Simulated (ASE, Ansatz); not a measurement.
# Forces and charges in generalised stacking fault on (111) (glide set) of a Ge-Si solid solution (72 atoms)

What does DFT give for generalised stacking fault on (111) (glide set) of a Ge-Si solid solution (72 atoms) as built?

Method: Kohn-Sham DFT, r2SCAN, PAW (set soft_2), plane waves, in Ansatz 0.2.0.

## (1) Starting point

The cell holds 72 atoms: 51 Ge and 21 Si. Cell: a = 6.849 Å, b = 11.862 Å, c = 19.646 Å, α = 90.0°, β = 85.0°, γ = 90.0°. It derives from Ge and Si. Diamond-structure Ge lattice (a = 5.5919 Å, the value set for the mixture), cell with z along [111], 1 x 3 x 2 periods; the third cell vector is tilted by 0.250 of 1/2[11-2] and lengthened by 0.2 Å, so the cell holds one fault (glide set); displaced by a Gaussian of 0.01 Å; 21 of 72 Ge sites given to Si at random (lattice constant by Vegard's rule between Ge and Si).

Limits known from the start: The host structure and its lattice constant were typed by rule, without a check against the phase diagram.

## (2) Plane-wave single point

The electrons are solved once, with the atoms held.

File input.yaml:

```yaml
crystal:
  lattice:
    - [6.84865, 0.0, 0.0]
    - [0.0, 11.86221, 0.0]
    - [1.71216, 0.0, 19.57091]
  atoms:
    - { symbol: Ge, position: [0.49329, 0.16762, 0.0209] }
    - { symbol: Ge, position: [0.46202, 0.16677, 0.14499] }
    - { symbol: Ge, position: [0.78614, 0.16683, 0.18546] }
    - { symbol: Si, position: [0.75446, 0.16645, 0.30862] }
    - { symbol: Si, position: [0.99553, 0.00021, 0.02095] }
    - { symbol: Ge, position: [0.96389, 0.99899, 0.14373] }
    - { symbol: Si, position: [0.28473, 0.9999, 0.18511] }
    - { symbol: Ge, position: [0.25335, 0.00087, 0.31042] }
    - { symbol: Ge, position: [0.57881, 0.00085, 0.35052] }
    - { symbol: Si, position: [0.5472, 0.00022, 0.47445] }
    - { symbol: Si, position: [0.4951, 0.50021, 0.02067] }
    - { symbol: Si, position: [0.46671, 0.49971, 0.14401] }
    - { symbol: Ge, position: [0.78565, 0.50021, 0.18627] }
    - { symbol: Ge, position: [0.75486, 0.49976, 0.30857] }
    - { symbol: Si, position: [0.99511, 0.3347, 0.02084] }
    - { symbol: Ge, position: [0.96292, 0.33449, 0.14516] }
    - { symbol: Ge, position: [0.28666, 0.33224, 0.186] }
    - { symbol: Si, position: [0.25499, 0.33256, 0.30957] }
    - { symbol: Ge, position: [0.57898, 0.33365, 0.35017] }
    - { symbol: Si, position: [0.54684, 0.33388, 0.47416] }
    - { symbol: Ge, position: [0.07674, 0.16623, 0.35066] }
    - { symbol: Ge, position: [0.0464, 0.16713, 0.47498] }
    - { symbol: Si, position: [0.37087, 0.1674, 0.51569] }
    - { symbol: Si, position: [0.34293, 0.16727, 0.63986] }
    - { symbol: Ge, position: [0.66302, 0.16585, 0.68014] }
    - { symbol: Si, position: [0.63248, 0.16518, 0.80394] }
    - { symbol: Ge, position: [0.87024, 0.00054, 0.51573] }
    - { symbol: Ge, position: [0.83727, 0.0006, 0.63968] }
    - { symbol: Si, position: [0.1613, 0.99973, 0.68087] }
    - { symbol: Ge, position: [0.13327, 0.99954, 0.80449] }
    - { symbol: Ge, position: [0.45489, 0.00194, 0.84568] }
    - { symbol: Si, position: [0.42479, 0.99883, 0.96892] }
    - { symbol: Ge, position: [0.49458, 0.83278, 0.0208] }
    - { symbol: Si, position: [0.46515, 0.83254, 0.14464] }
    - { symbol: Ge, position: [0.78631, 0.83283, 0.18601] }
    - { symbol: Ge, position: [0.75816, 0.83216, 0.30854] }
    - { symbol: Ge, position: [0.99816, 0.66635, 0.02112] }
    - { symbol: Ge, position: [0.9644, 0.66772, 0.14416] }
    - { symbol: Ge, position: [0.28605, 0.6677, 0.18586] }
    - { symbol: Ge, position: [0.2574, 0.66774, 0.30956] }
    - { symbol: Ge, position: [0.57885, 0.66586, 0.35072] }
    - { symbol: Ge, position: [0.55033, 0.66727, 0.47475] }
    - { symbol: Ge, position: [0.0763, 0.50185, 0.35025] }
    - { symbol: Ge, position: [0.04519, 0.49947, 0.47455] }
    - { symbol: Ge, position: [0.37309, 0.50011, 0.51615] }
    - { symbol: Ge, position: [0.33717, 0.50034, 0.63859] }
    - { symbol: Ge, position: [0.66361, 0.49929, 0.68116] }
    - { symbol: Ge, position: [0.63178, 0.50134, 0.80385] }
    - { symbol: Si, position: [0.87121, 0.33334, 0.51632] }
    - { symbol: Si, position: [0.84044, 0.33322, 0.63928] }
    - { symbol: Ge, position: [0.16323, 0.33457, 0.67984] }
    - { symbol: Ge, position: [0.12972, 0.33329, 0.80468] }
    - { symbol: Ge, position: [0.456, 0.33334, 0.84557] }
    - { symbol: Ge, position: [0.42316, 0.3334, 0.96947] }
    - { symbol: Ge, position: [0.95492, 0.16743, 0.8461] }
    - { symbol: Ge, position: [0.9262, 0.16669, 0.96899] }
    - { symbol: Ge, position: [0.07796, 0.83276, 0.34939] }
    - { symbol: Ge, position: [0.04649, 0.83322, 0.47452] }
    - { symbol: Ge, position: [0.36937, 0.83287, 0.51494] }
    - { symbol: Ge, position: [0.33811, 0.83405, 0.63959] }
    - { symbol: Ge, position: [0.6647, 0.83473, 0.68029] }
    - { symbol: Ge, position: [0.63264, 0.83299, 0.80497] }
    - { symbol: Ge, position: [0.86999, 0.66637, 0.51505] }
    - { symbol: Ge, position: [0.83989, 0.66774, 0.63969] }
    - { symbol: Ge, position: [0.16296, 0.66596, 0.68025] }
    - { symbol: Ge, position: [0.13295, 0.66689, 0.80435] }
    - { symbol: Ge, position: [0.45524, 0.66607, 0.84572] }
    - { symbol: Si, position: [0.42516, 0.66567, 0.96911] }
    - { symbol: Si, position: [0.95378, 0.4992, 0.8467] }
    - { symbol: Si, position: [0.92619, 0.50099, 0.96973] }
    - { symbol: Ge, position: [0.95611, 0.83368, 0.84522] }
    - { symbol: Si, position: [0.92364, 0.83374, 0.969] }
kpoints:
  mp_grid: { grid: [2, 1, 1] }
hamiltonian:
  xc: r2scan
scf:
  occupations: { method: gaussian, width: 0.05 }
output:
  forces: true
  stress: true
  populations: intrinsic
  dos:
    method: { smearing: { sigma: 0.1 } }
    de: 0.1
    projected: { site_lists: { Ge: [Ge], Si: [Si] } }
  eigenvalues: true
  write_density: true
  write_potential: true
  volumetric_format: npy
```

Launch:

```console
$ ansatz run input.yaml --threads 8 --pin off --max-ram 15872MiB --backend cpu --events-out ev --progress --plain --runs-dir out
```

The log of the run:

```text
Engine: ansatz 0.2.0, aarch64-unknown-linux-gnu
Pseudopotentials: kind: paw
Pseudopotential: Ge, paw, valence charge 14, recommended cutoff 500 eV (meta_gga), Ge.paw.azcp
Pseudopotential: Si, paw, valence charge 4, recommended cutoff 500 eV (meta_gga), Si.paw.azcp
[... 6 lines on functional and potentials left out ...]
Crystal: 72 atoms, lattice volume = 1589.943 Å³
Basis set: ecut = 500 eV, 40345 PW (Γ), exchange–correlation on 200×360×576 points (64 copies of the dense FFT grid, shifted against one another)
Bands: 479, of which v1, the nominal top of the filled ones, is band 399 counted from 1 (398 counted from 0)
Symmetry: 1 space group operations
Space group: P1 (ITA 1), of the structure as read, at distance tolerance 1.2e-4 Å
k-points: 2
[... 7 lines on functional and potentials left out ...]
Initial density: superposition of atomic densities (neutral atoms: chi_scale 0, normalization atom), corrected by the library's trained network
Initial wavefunctions: pseudopotential atomic-orbital guess
Functional: x = r2scan, c = r2scan; τ floored in thin density (d = 2e-4 eV/Å³)
SCF iter   1: F=—  HF=-232857.139454 eV  |F-HF|=—  |Δ(HF+E_count)|=         —  Δρ=7.04e-3  dr2=8.56e-1  dr2_τ=2.36e-1  ethr=1.77e-3  ⟨swp⟩=5.5  Hψ=3459  notcnv=0  defer=35
preconditioner: auto → Resta (q_TF=auto, 2.432 Å⁻¹)  ε∞=2.5  [insulator: Δε(μ)=0.272 eV  Ē_g=21.218 eV  σ=0.050 eV  W_gap=1.00  n_scr=390 (ndim 8)  ℏωp=26.3 eV  f_vac=0.024  D(μ)=0.02/eV (n_scr^D=0)  ε∞_Penn≈2.5]
SCF iter   2: F=—  HF=-232857.524574 eV  |F-HF|=—  |Δ(HF+E_count)|=   3.85e-1  Δρ=2.68e-3  dr2=8.17e-1  dr2_τ=1.68e-3  ethr=1.07e-4  ⟨swp⟩=2.0  Hψ=1920  notcnv=0  defer=140
preconditioner: auto → LDOS  [insulator: Δε(μ)=0.088 eV  Ē_g=21.044 eV  σ=0.050 eV  W_gap=0.79  n_scr=390 (ndim 8)  ℏωp=26.3 eV  f_vac=0.025  D(μ)=10.31/eV (n_scr^D=30)  ε∞_Penn≈2.6  β→1.0]
SCF iter   3: F=—  HF=-232857.480200 eV  |F-HF|=—  |Δ(HF+E_count)|=   4.44e-2  Δρ=1.06e-3  dr2=2.70e-2  dr2_τ=2.60e-4  ethr=1.02e-4  ⟨swp⟩=3.0  Hψ=977  notcnv=0  defer=140
SCF iter   4: F=—  HF=-232857.477506 eV  |F-HF|=—  |Δ(HF+E_count)|=   2.69e-3  Δρ=5.55e-4  dr2=5.38e-3  dr2_τ=4.44e-5  ethr=3.39e-6  ⟨swp⟩=2.0  Hψ=1617  notcnv=0  defer=140
SCF iter   5: F=—  HF=-232857.477029 eV  |F-HF|=—  |Δ(HF+E_count)|=   4.77e-4  Δρ=1.63e-4  dr2=1.30e-3  dr2_τ=6.49e-6  ethr=6.74e-7  ⟨swp⟩=2.0  Hψ=1394  notcnv=0  defer=140
SCF iter   6: F=—  HF=-232857.476819 eV  |F-HF|=—  |Δ(HF+E_count)|=   2.09e-4  Δρ=3.99e-5  dr2=6.94e-5  dr2_τ=4.10e-7  ethr=1.63e-7  ⟨swp⟩=3.0  Hψ=1617  notcnv=0  defer=140
SCF iter   7: F=—  HF=-232857.476660 eV  |F-HF|=—  |Δ(HF+E_count)|=   1.60e-4  Δρ=1.42e-5  dr2=6.82e-6  dr2_τ=7.00e-8  ethr=8.70e-9  ⟨swp⟩=3.0  Hψ=1828  notcnv=0  defer=140
SCF iter   8: F=—  HF=-232857.476662 eV  |F-HF|=—  |Δ(HF+E_count)|=   1.84e-6  Δρ=5.01e-6  dr2=5.96e-7  dr2_τ=6.16e-9  ethr=8.55e-10  ⟨swp⟩=2.5  Hψ=1461  notcnv=0  defer=140
SCF iter   9: F=—  HF=-232857.476662 eV  |F-HF|=—  |Δ(HF+E_count)|=   3.81e-7  Δρ=1.64e-6  dr2=1.42e-7  dr2_τ=1.15e-9  ethr=1.25e-11  ⟨swp⟩=15.0  Hψ=8463  notcnv=0
SCF iter  10: F=-232857.476662 eV  HF=-232857.476662 eV  |F-HF|=7.45e-9  |Δ(HF+E_count)|=   3.80e-8  Δρ=5.20e-7  dr2=1.60e-8  dr2_τ=9.94e-11  ethr=1.25e-11  ⟨swp⟩=7.5  Hψ=4764  notcnv=0
SCF 1 converged in 10 iterations: F = -232857.476662 eV  dr2 = 1.60e-8
  greatest PAW one-centre occupation: 0.998 electrons in one spin orbital (limit 2), on the Ge atom at site 0 (counted from 0), in its partial waves of l = 2
SCF converged after 10 iterations
Free energy (F): -232857.476662 eV
Harris-Foulkes:  -232857.476662 eV  (|F-HF|=7.45e-9)
Internal energy: -232857.475874 eV  (E = F + TS)
E sigma→0 (E₀):  -232857.476268 eV
Entropy (-TS):   -0.000787 eV (-0.011 meV/atom)
Fermi energy:    8.410707 eV
--- Per-component energies (eV) ---
  E_band       = -8339.284744
  E_kinetic    = 6514.053889
  E_local      = -146076.931632  (includes V_loc(G=0)·N_el)
  E_nonlocal   = 21959.037573
  E_hartree    = 65114.196496
  E_xc         = -4603.559922
  E_vxc        = -4504.736896  (∫ρ·V_xc dr)
  E_paw        = -114666.353599  (= ΣΔE_a)
  E_vpaw       = -16694.019878  (= ΣTr[D̂ρ^β])
  E_aug_tail   = 0.000880  (compensation charges beyond the density's cutoff)
  E_vtau       = 234.905932  (kinetic-family band-sum trace: ∫τ·v_τ [+ j·A + Jᵃ·Aᵃ] dr)
  E_ewald      = -61040.940412
  E_core_change = -56.979146  (= ΣΔE_core)
  E_smearing   = -0.000787  (= −TS)
  E_closure    = 0.000000  (closes the sum)
  Σ components = -232857.476662   (vs F -232857.476662, Δ=0.00e0)
--- Forces (eV/Å), atoms counted from 1 ---
  atom   1  Ge     1.56104700    -0.82598533    -0.01962949
  atom   2  Ge    -0.13460953    -0.48902085    -0.01040448
  atom   3  Ge     0.04293417    -0.07918941     0.34332794
  atom   4  Si     0.07756569     0.07435165     0.08865009
  atom   5  Si     1.52145538    -0.48469903    -0.42306390
  atom   6  Ge     0.27196963     0.11449952    -0.15743182
  atom   7  Si     0.37489891    -0.36119405     0.04842050
  atom   8  Ge     0.13225903    -0.14226597    -0.77031450
  atom   9  Ge     0.21957017     0.10247833     0.25398932
  atom  10  Si    -0.14245897     0.32718683     0.07933353
  atom  11  Si     1.58069298     0.35151638     0.17929059
  atom  12  Si    -0.31504683     0.07703607    -0.27991816
  atom  13  Ge    -0.26732261     0.17966960    -0.39734346
  atom  14  Ge    -0.00271590     0.03607529     0.16702127
[...]
atom  71  Ge    -0.00749490    -0.06603182     0.54908554
  atom  72  Si    -1.35894873     0.31325306     0.30327748
  max |Σ_I F_I| component: 2.57e-5 eV/Å
--- Stress (GPa, compression-positive) ---
       -1.983024      -0.030863       1.270616
       -0.030863       4.007412      -0.038421
        1.270616      -0.038421      -0.742438
  P = ⅓ Tr σ = 0.4273 GPa (4.273 kbar)
--- Band table (eV) ---
  k-point 0: bands = ["-17.7456", "-17.7447", "-17.7396", "-17.7337", [... 463 levels ...], "11.9843", "12.0288", "12.0624", "12.0800", "12.1029", "12.1209", "12.2323", "12.2787", "12.3269", "12.3520", "12.3877", "12.5477"]
  k-point 1: bands = ["-17.7460", "-17.7444", "-17.7372", "-17.7301", [... 463 levels ...], "11.9978", "12.0139", "12.0739", "12.1094", "12.2218", "12.2608", "12.2820", "12.3008", "12.4520", "12.4690", "12.8463", "12.8872"]
--- intrinsic populations: 72 sites ---
  site symbol       q [e]
     0     Ge     14.0440
     1     Ge     14.0183
     2     Ge     14.0067
[...]
71     Si      3.9597
  spilling = 0.000000 (of n_electrons = 798.000000)
```

It took 82 s on 8 threads of Arm Neoverse V2, shared host; peak memory 10 GiB; 11 min of CPU time.

The column dr2 measures how far the density is from self-consistency, as an energy; F and HF (Harris–Foulkes) agree once it is small.

The run gave:

```yaml
free_energy: -232857.4767 eV
free_energy_per_atom: -3234.1316 eV/atom
scf_cycles: 10
pressure: 0.4273 GPa
r_m_s_force_component: 0.4554 eV/Å
longest_force: 1.817 eV/Å
fermi_energy: 8.411 eV
spacing_of_highest_filled_and_lowest_empty_level: 0.1892 eV
```

Neighbours are counted within 2.83 Å (Ge-Ge), 2.77 Å (Ge-Si), 2.77 Å (Si-Si).

Length of the force by element and coordination:

```
element  coordination  atoms  mean length of the force (eV/Å)  spread  least   most
     Ge           all     51                            0.570   0.391  0.119   1.82
     Ge             3      5                             1.65   0.128   1.47   1.82
     Ge             4     46                            0.453   0.163  0.119  0.794
     Si           all     21                            0.813   0.558  0.139   1.73
     Si             3      7                             1.57   0.126   1.40   1.73
     Si             4     14                            0.433   0.164  0.139  0.722
```

Intrinsic-atomic-orbital charges by element and coordination:

```
element  coordination  atoms  mean charge (e)  spread    least    most
     Ge           all     51          -0.0237  0.0274   -0.113  0.0185
     Ge             3      5          -0.0729  0.0245   -0.113  -0.044
     Ge             4     46          -0.0183  0.0218  -0.0773  0.0185
     Si           all     21           0.0575  0.0264   0.0077   0.111
     Si             3      7           0.0369  0.0197   0.0077   0.068
     Si             4     14           0.0678   0.023   0.0168   0.111
```

Density of states as counts of states in windows of 1 eV (from the Fermi level), total and the larger projections:

```
from (eV)  to (eV)  total  Ge p  Si p  Ge s  Si s
      -14      -13    6.0   0.7   0.2   4.3   0.7
      -13      -12   18.8   3.6   1.3  11.7   2.2
      -12      -11   20.7   4.2   1.6  11.3   3.4
      -11      -10   22.3   5.0   1.9  10.3   5.1
      -10       -9    9.2   2.5   1.0   3.7   2.0
       -9       -8   26.5   9.2   3.5   9.7   3.9
       -8       -7   14.3   5.1   2.3   4.4   2.4
       -7       -6   14.1   5.4   2.4   3.6   2.5
       -6       -5   24.1  14.8   5.7   2.2   1.1
       -5       -4   23.3  15.5   6.1   1.0   0.5
       -4       -3   53.3  35.8  14.9   1.5   0.8
       -3       -2   33.0  22.7   9.3   0.5   0.2
       -2       -1   18.4  12.0   5.8   0.2   0.1
       -1        0    3.8   2.3   0.9   0.3   0.2
        0        1   31.0  11.3   6.5   8.2   2.7
        1        2   40.7  17.1   8.2   7.4   3.3
        2        3   37.5  18.3   8.4   4.1   2.1
```

Between -26 and -14 eV lie 385 more states.

The stored curve holds about 673 of the 798 electrons; the rest, give or take the few that broadening carries across the Fermi level, lie in deeper levels below its range.

The levels nearest the highest filled one (over half full), pooled over k-points and spins:

```
level less the highest filled one (eV)  occupation
                                 -1.06           2
                                 -1.04           2
                                -0.846           2
                                -0.797           2
                                -0.728           2
                                     0        1.99
                                 0.189       0.007
                                 0.261           0
                                 0.298           0
                                 0.326           0
                                 0.359           0
                                 0.383           0
```

Electrostatic potential energy in the ca plane at fractional y = 0.000, with atoms of Si and Ge within 0.2 Å of it. With pseudopotentials it is smooth inside the atoms' cores, unlike the true potential.

Values in eV, 10 rows by 16 columns, each cell a mean:
```
-34  -4 -25 -20   9  11  11  11  10 -12 -21   1 -16   1  10   8
  2   7  -3  -2  10  11  10  11  10 -14 -28  -5 -33  -8  10  11
 11  11  10  10  11  10   2   5   8   1  -4   5 -14   0  11  11
 11  11  11  11  11   8 -21 -15  -3 -22   5  10   8   9  11   9
  6  11  11  10  11   8 -21 -20 -11 -40   0  11  11  11  11   4
 -4  11   9   1   7   7  -1   1   3 -14   6  11  11  11  11   1
  2  11   4 -35 -10  -9 -16   8  10   9  10  11   8   5   9   6
  9  11   5 -33 -13 -16 -29   5  11  11  11  11  -4 -28   2 -13
 -3   8   4  -1   5   0  -8   8  11  10  11  10  -8 -40  -4 -29
-39  -4 -19 -11   9  10   9  10  10   6   4   9   4  -9   5 -12
```
Columns run along c (16.0 Å, from fractional 0.01 to 0.82 of the cell; values clipped at the 3rd and 97th percentile), rows up along a (6.8 Å). Atoms in or near the plane, at fractional coordinates: Si at (0.02, 0.00), Ge at (0.14, 0.96), Si at (0.19, 0.28), Ge at (0.31, 0.25), Ge at (0.35, 0.58), Si at (0.47, 0.55), Ge at (0.52, 0.87), Ge at (0.64, 0.84), Si at (0.68, 0.16), Ge at (0.80, 0.13).

(Part 1 of 2 ends here.)

[Logs are printed without paths, hosts, clocks, repeated set-up lines and the standing remarks that a program may print on its own settings, such as how far it seeks lower states.]

[Hosts, paths, dates, database ids (printed as entryN), source tags and the programs' standing remarks are cut or masked in the printed files.]
